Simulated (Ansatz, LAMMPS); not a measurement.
# Charge trapping in a frame of amorphous polyisobutylene (as short chains C22H46) from 640 K (136 atoms)

Aim: add and remove one electron in a frame of amorphous polyisobutylene (as short chains C22H46) from 640 K (136 atoms), with atoms held and relaxed, and read trapping energy and localisation.

Calculated with Ansatz 0.2.0; Kohn-Sham DFT, PBE+D3(BJ), PAW (set soft_2), plane waves.

**1. The structure**

The cell holds 136 atoms: 44 C and 92 H. Cell: a = 11.429 Å, b = 11.429 Å, c = 11.429 Å, α = 90.0°, β = 90.0°, γ = 90.0°. 2 polyisobutylene chains of 5 units with methyl end groups placed at random, at 0.691 g/cm³; overlaps pushed apart, then 20 ps at 800 K with MMFF94 bonds, angles, torsions, charges and radii (Halgren, J. Comput. Chem. 17, 490 (1996)) in harmonic and 12-6 forms. Snapshot after 30 ps at 640 K and fixed volume.

What the set-up can't give: The network of contacts between molecules at the start is that of the classical potential that made the cell, and needn't be the one that DFT or experiment would give. Sampling is at Γ alone, for a cell whose shortest periodic width is 11 Å.

**2. Single point at the start**

The forces at the start show how far the geometry lies from a minimum of this functional.

Input file input.yaml:

```yaml
crystal:
  lattice:
    - [11.42893, 0.0, 0.0]
    - [0.0, 11.42893, 0.0]
    - [0.0, 0.0, 11.42893]
  atoms:
    - { symbol: C, position: [0.04182, 0.59696, 0.89819] }
    - { symbol: C, position: [0.99602, 0.54458, 0.77686] }
    - { symbol: C, position: [0.92168, 0.42618, 0.78836] }
    - { symbol: C, position: [0.81966, 0.4369, 0.88418] }
    - { symbol: C, position: [0.00534, 0.32859, 0.83357] }
    - { symbol: C, position: [0.87375, 0.40734, 0.66394] }
    - { symbol: C, position: [0.94003, 0.40287, 0.55714] }
    - { symbol: C, position: [0.98737, 0.51187, 0.5044] }
    - { symbol: C, position: [0.04866, 0.32523, 0.57175] }
    - { symbol: C, position: [0.8533, 0.35932, 0.4607] }
    - { symbol: C, position: [0.88642, 0.30041, 0.34833] }
    - { symbol: C, position: [0.76484, 0.28603, 0.28399] }
    - { symbol: C, position: [0.96973, 0.37951, 0.26898] }
    - { symbol: C, position: [0.93195, 0.17334, 0.36894] }
    - { symbol: C, position: [0.98126, 0.10423, 0.2726] }
    - { symbol: C, position: [0.10072, 0.15294, 0.22663] }
    - { symbol: C, position: [0.02621, 0.98523, 0.31927] }
    - { symbol: C, position: [0.90536, 0.08265, 0.16376] }
    - { symbol: C, position: [0.91052, 0.98325, 0.07119] }
    - { symbol: C, position: [0.8164, 0.0247, 0.98464] }
    - { symbol: C, position: [0.85672, 0.86778, 0.12053] }
    - { symbol: C, position: [0.02773, 0.9738, 0.00043] }
    - { symbol: H, position: [0.97624, 0.66643, 0.93059] }
    - { symbol: H, position: [0.12846, 0.63648, 0.88442] }
    - { symbol: H, position: [0.05107, 0.53913, 0.96886] }
    - { symbol: H, position: [0.07488, 0.54353, 0.72616] }
    - { symbol: H, position: [0.93614, 0.60949, 0.74286] }
    - { symbol: H, position: [0.76009, 0.51124, 0.85845] }
    - { symbol: H, position: [0.84716, 0.46304, 0.97072] }
    - { symbol: H, position: [0.76491, 0.34888, 0.87767] }
    - { symbol: H, position: [0.09226, 0.36023, 0.84408] }
    - { symbol: H, position: [0.96738, 0.29184, 0.90771] }
    [... 98 atom lines left out ...]
    - { symbol: H, position: [0.44918, 0.71808, 0.07715] }
    - { symbol: H, position: [0.33139, 0.63048, 0.02372] }
    - { symbol: H, position: [0.31076, 0.72405, 0.14068] }
    - { symbol: H, position: [0.36014, 0.37517, 0.19728] }
    - { symbol: H, position: [0.28318, 0.46479, 0.09759] }
    - { symbol: H, position: [0.25351, 0.46237, 0.25566] }
kpoints:
  mp_grid: { grid: [1, 1, 1] }
hamiltonian:
  xc: pbe
  dispersion: d3bj
scf:
  occupations: { method: fixed }
output:
  forces: true
```

Run with:

```bash
> ansatz run input.yaml --threads 4 --pin off --max-ram 8192MiB --backend cpu --events-out ev --progress --plain --runs-dir out
```

Numbers of over 12 decimals in the logs are rounded to 6 here.

The log of the run:

```text
[...]
Pseudopotentials: kind: paw
Pseudopotential: C, paw, valence charge 4, recommended cutoff 420 eV (normal), C.paw.azcp
Pseudopotential: H, paw, valence charge 1, recommended cutoff 420 eV (normal), H.paw.azcp
[... 5 lines on functional and potentials left out ...]
Crystal: 136 atoms, lattice volume = 1492.852 Å³
Basis set: ecut = 420 eV, 29039 PW (Γ), exchange–correlation on 160×160×160 points (8 copies of the dense FFT grid, shifted against one another)
Bands: 270, of which v1, the nominal top of the filled ones, is band 134 counted from 1 (133 counted from 0)
Symmetry: 1 space group operations
Space group: P1 (ITA 1), of the structure as read, at distance tolerance 1.1e-4 Å
k-points: 1
[... 5 lines on functional and potentials left out ...]
Initial density: superposition of atomic densities (neutral atoms: chi_scale 0, normalization atom), corrected by the library's trained network
Initial wavefunctions: pseudopotential atomic-orbital guess
[...]
SCF iter   1: F=—  HF=-12519.584671 eV  |F-HF|=—  |Δ(HF+E_count)|=         —  Δρ=4.08e-3  dr2=3.08e-1  ethr=1.77e-3  ⟨swp⟩=5.0  Hψ=856  notcnv=0  defer=134
preconditioner: auto → Resta (q_TF=auto, 2.049 Å⁻¹)  ε∞=2.1  [insulator: Δε(μ)=4.727 eV  Ē_g=15.279 eV  n_scr=202 (ndim 8)  ℏωp=15.7 eV  f_vac=0.346  ε∞_Penn≈2.1]
SCF iter   2: F=—  HF=-12519.569731 eV  |F-HF|=—  |Δ(HF+E_count)|=   1.49e-2  Δρ=1.82e-3  dr2=7.09e-2  ethr=1.15e-4  ⟨swp⟩=3.0  Hψ=414  notcnv=0  defer=134
SCF iter   3: F=—  HF=-12519.592171 eV  |F-HF|=—  |Δ(HF+E_count)|=   2.24e-2  Δρ=6.72e-4  dr2=1.07e-2  ethr=2.64e-5  ⟨swp⟩=4.0  Hψ=279  notcnv=0  defer=35
automatic band count: iteration 3 solves 171 bands in place of 270: the levels show a gap, and the empty bands left out lie too high to hold charge; the band table lists the bands solved (type scf.n_extra_bands for more)
SCF iter   4: F=—  HF=-12519.595307 eV  |F-HF|=—  |Δ(HF+E_count)|=   3.14e-3  Δρ=1.92e-4  dr2=8.48e-4  ethr=4.00e-6  ⟨swp⟩=3.0  Hψ=251  notcnv=0  defer=35
SCF iter   5: F=—  HF=-12519.595347 eV  |F-HF|=—  |Δ(HF+E_count)|=   4.09e-5  Δρ=7.04e-5  dr2=1.25e-4  ethr=3.16e-7  ⟨swp⟩=3.0  Hψ=246  notcnv=0  defer=35
SCF iter   6: F=—  HF=-12519.595266 eV  |F-HF|=—  |Δ(HF+E_count)|=   8.19e-5  Δρ=2.19e-5  dr2=8.62e-6  ethr=4.68e-8  ⟨swp⟩=2.0  Hψ=274  notcnv=0  defer=35
SCF iter   7: F=—  HF=-12519.595416 eV  |F-HF|=—  |Δ(HF+E_count)|=   1.51e-4  Δρ=6.53e-6  dr2=8.68e-7  ethr=3.22e-9  ⟨swp⟩=2.0  Hψ=305  notcnv=0  defer=35
SCF iter   8: F=—  HF=-12519.595416 eV  |F-HF|=—  |Δ(HF+E_count)|=   5.22e-7  Δρ=2.79e-6  dr2=1.58e-7  ethr=3.24e-10  ⟨swp⟩=2.0  Hψ=272  notcnv=0  defer=35
SCF iter   9: F=-12519.595416 eV  HF=-12519.595416 eV  |F-HF|=4.84e-9  |Δ(HF+E_count)|=   5.45e-8  Δρ=6.72e-7  dr2=1.01e-8  ethr=3.73e-11  ⟨swp⟩=4.0  Hψ=548  notcnv=0
SCF 1 converged in 9 iterations: F = -12519.595416 eV  dr2 = 1.01e-8
[...]
SCF converged after 9 iterations
Free energy (F): -12519.595416 eV
Harris-Foulkes:  -12519.595416 eV  (|F-HF|=4.84e-9)
Internal energy: -12519.595416 eV  (E = F + TS)
E sigma→0 (E₀):  -12519.595416 eV
Fermi energy:    -2.372085 eV
--- Per-component energies (eV) ---
[...]
Σ components = -12519.595416   (vs F -12519.595416, Δ=0.00e0)
--- Forces (eV/Å), atoms counted from 1 ---
  atom   1  C     -1.55132568     1.87956565    -1.39568516
  atom   2  C     -0.78114570    -0.04615632     3.31851749
  atom   3  C      1.49987023     1.21977283     0.18640016
  atom   4  C     -1.15902249    -0.44703417    -2.80415389
[...]
atom 136  H     -1.37509223     0.50934234     0.64596028
  max |Σ_I F_I| component: 6.06e-5 eV/Å
```

Wall time 6.5 s (4 threads of Intel Xeon Platinum 8259CL at 2.50GHz (Skylake/Cascade Lake), shared host); peak memory 1.4 GiB; 23 s of CPU time.

The r.m.s. force at the start is 1.2 eV/Å.

**3. Relaxation**

With the cell held, the atoms are moved downhill towards a nearby minimum.

Input file input.yaml:

```yaml
crystal:
  lattice:
    - [11.42893, 0.0, 0.0]
    - [0.0, 11.42893, 0.0]
    - [0.0, 0.0, 11.42893]
  atoms:
    [... the 136 atom lines of step 2 ...]
kpoints:
  mp_grid: { grid: [1, 1, 1] }
hamiltonian:
  xc: pbe
  dispersion: d3bj
scf:
  occupations: { method: fixed }
output:
  forces: true
relax:
  f_tol: 0.05
  max_steps: 120
```

The log of the run:

```text
[...]
Crystal: 136 atoms, lattice volume = 1492.852 Å³
Basis set: ecut = 420 eV, 29039 PW (Γ), exchange–correlation on 160×160×160 points (8 copies of the dense FFT grid, shifted against one another)
Bands: 270, of which v1, the nominal top of the filled ones, is band 134 counted from 1 (133 counted from 0)
Symmetry: 1 space group operations
[...]
k-points: 1
[...]
SCF iter   1: F=—  HF=-12519.584670 eV  |F-HF|=—  |Δ(HF+E_count)|=         —  Δρ=4.08e-3  dr2=3.08e-1  ethr=1.77e-3  ⟨swp⟩=5.0  Hψ=856  notcnv=0  defer=134
[...]
SCF iter   6: F=-12519.595413 eV  HF=-12519.595423 eV  |F-HF|=1.01e-5  |Δ(HF+E_count)|=   8.53e-5  Δρ=2.15e-5  dr2=8.56e-6  ethr=2.33e-8  ⟨swp⟩=2.0  Hψ=583  notcnv=0
SCF 1 converged in 6 iterations: F = -12519.595413 eV  dr2 = 8.56e-6
[...]
relax step   1: F+E_penalty+E_count = -12519.59541271 eV  Δ(F+E_penalty+E_count) = +0.000e0 eV  max|allowed force component| = 6.448e0 eV/Å  Δτ_max = 0.0000 Å  (6 SCF iters, dr2 threshold 6.25e-5 eV, accepted)
[... from here on, the SCF cycles and remarks between the steps are left out ...]
relax step   2: F+E_penalty+E_count = -12527.07426777 eV  Δ(F+E_penalty+E_count) = -7.479e0 eV  max|allowed force component| = 1.772e0 eV/Å  Δτ_max = 0.1935 Å  (6 SCF iters, dr2 threshold 1.00e-4 eV, accepted)
relax step   3: F+E_penalty+E_count = -12528.50058102 eV  Δ(F+E_penalty+E_count) = -1.426e0 eV  max|allowed force component| = 5.512e-1 eV/Å  Δτ_max = 0.1939 Å  (5 SCF iters, dr2 threshold 1.00e-4 eV, accepted)
relax step   4: F+E_penalty+E_count = -12528.85992872 eV  Δ(F+E_penalty+E_count) = -3.593e-1 eV  max|allowed force component| = 4.078e-1 eV/Å  Δτ_max = 0.1945 Å  (6 SCF iters, dr2 threshold 2.29e-5 eV, accepted)
relax step   5: F+E_penalty+E_count = -12529.05144113 eV  Δ(F+E_penalty+E_count) = -1.915e-1 eV  max|allowed force component| = 2.299e-1 eV/Å  Δτ_max = 0.2000 Å  (6 SCF iters, dr2 threshold 1.61e-5 eV, accepted)
relax step   6: F+E_penalty+E_count = -12529.19256185 eV  Δ(F+E_penalty+E_count) = -1.411e-1 eV  max|allowed force component| = 1.223e-1 eV/Å  Δτ_max = 0.2000 Å  (6 SCF iters, dr2 threshold 1.68e-5 eV, accepted)
relax step   7: F+E_penalty+E_count = -12529.26291705 eV  Δ(F+E_penalty+E_count) = -7.036e-2 eV  max|allowed force component| = 2.720e-1 eV/Å  Δτ_max = 0.2000 Å  (7 SCF iters, dr2 threshold 4.24e-6 eV, accepted)
relax step   8: F+E_penalty+E_count = -12529.32071942 eV  Δ(F+E_penalty+E_count) = -5.780e-2 eV  max|allowed force component| = 4.600e-2 eV/Å  Δτ_max = 0.2000 Å  (6 SCF iters, dr2 threshold 2.09e-5 eV, accepted)
relax step   9: F+E_penalty+E_count = -12529.32072088 eV  Δ(F+E_penalty+E_count) = -1.462e-6 eV  max|allowed force component| = 4.588e-2 eV/Å  Δτ_max = 0.0000 Å  (4 SCF iters, accepted)
relax step  10: F+E_penalty+E_count = -12529.32106810 eV  Δ(F+E_penalty+E_count) = -3.472e-4 eV  max|allowed force component| = 4.822e-1 eV/Å  Δτ_max = 0.1956 Å  (8 SCF iters, accepted)
relax step  11: F+E_penalty+E_count = -12529.34278663 eV  Δ(F+E_penalty+E_count) = -2.172e-2 eV  max|allowed force component| = 7.114e-2 eV/Å  Δτ_max = 0.0487 Å  (4 SCF iters, dr2 threshold 1.00e-4 eV, accepted)
relax step  12: F+E_penalty+E_count = -12529.34855979 eV  Δ(F+E_penalty+E_count) = -5.773e-3 eV  max|allowed force component| = 5.007e-3 eV/Å  Δτ_max = 0.0397 Å  (8 SCF iters, accepted)
relax step  13: F+E_penalty+E_count = -12529.36058255 eV  Δ(F+E_penalty+E_count) = -1.202e-2 eV  max|allowed force component| = 1.147e-1 eV/Å  Δτ_max = 0.1996 Å  (9 SCF iters, accepted)
relax step  14: F+E_penalty+E_count = -12529.36553093 eV  Δ(F+E_penalty+E_count) = -4.948e-3 eV  max|allowed force component| = 7.514e-2 eV/Å  Δτ_max = 0.0743 Å  (8 SCF iters, accepted)
relax step  15: F+E_penalty+E_count = -12529.37145998 eV  Δ(F+E_penalty+E_count) = -5.929e-3 eV  max|allowed force component| = 5.193e-2 eV/Å  Δτ_max = 0.0421 Å  (7 SCF iters, accepted)
relax step  16: F+E_penalty+E_count = -12529.37698945 eV  Δ(F+E_penalty+E_count) = -5.529e-3 eV  max|allowed force component| = 5.049e-2 eV/Å  Δτ_max = 0.0850 Å  (8 SCF iters, accepted)
relax step  17: F+E_penalty+E_count = -12529.38050082 eV  Δ(F+E_penalty+E_count) = -3.511e-3 eV  max|allowed force component| = 4.033e-2 eV/Å  Δτ_max = 0.0959 Å  (8 SCF iters, accepted)
relax step  18: F+E_penalty+E_count = -12529.38309566 eV  Δ(F+E_penalty+E_count) = -2.595e-3 eV  max|allowed force component| = 3.468e-2 eV/Å  Δτ_max = 0.1080 Å  (8 SCF iters, accepted)
SCF converged after 8 iterations
Free energy (F): -12529.383096 eV
[...]
Internal energy: -12529.383096 eV  (E = F + TS)
E sigma→0 (E₀):  -12529.383096 eV
Fermi energy:    -2.586715 eV
[...]
Σ components = -12529.383096   (vs F -12529.383096, Δ=0.00e0)
--- Forces (eV/Å), atoms counted from 1 ---
  atom   1  C     -0.00820391    -0.00497302    -0.01373552
  atom   2  C     -0.00146848     0.01102512     0.00121494
  atom   3  C      0.00670268    -0.02854160    -0.01894411
  atom   4  C     -0.00489880    -0.01016161     0.00881902
[...]
atom 136  H      0.02869404    -0.01951195     0.00272065
  max |Σ_I F_I| component: 4.79e-5 eV/Å
--- Relaxed structure (18 steps of the walk, 18 accepted, 0 SCFs on fresh bases) ---
  F+E_penalty+E_count = -12529.38309566 eV   max|allowed force component| = 3.468e-2 eV/Å
  atoms:
    - { symbol: C, position: [0.051873, 0.581182, 0.915430] }
    - { symbol: C, position: [1.001595, 0.543513, 0.797135] }
    - { symbol: C, position: [0.918988, 0.436351, 0.798878] }
    - { symbol: C, position: [0.813694, 0.462336, 0.879286] }
[...]
- { symbol: H, position: [0.192027, 0.543565, 0.183876] }
```

Wall time 89 s (4 threads); peak memory 1.4 GiB.

The relaxation converged after 18 steps, 9.79 eV below its start, with a largest force component of 0.035 eV/Å.

(Part 1 of 4 ends here.)

[Logs are printed without paths, hosts, clocks, repeated set-up lines and the standing remarks that a program may print on its own settings, such as how far it seeks lower states.]

[Hosts, paths, dates, database ids (printed as entryN), source tags and the programs' standing remarks are cut or masked in the printed files.]

[The MMFF94 radii named for the starting cell were scaled by 0.96; in molecules described by MMFF94, hydrogen bound to N, O or S took a small fixed 12-6 site in their place.]
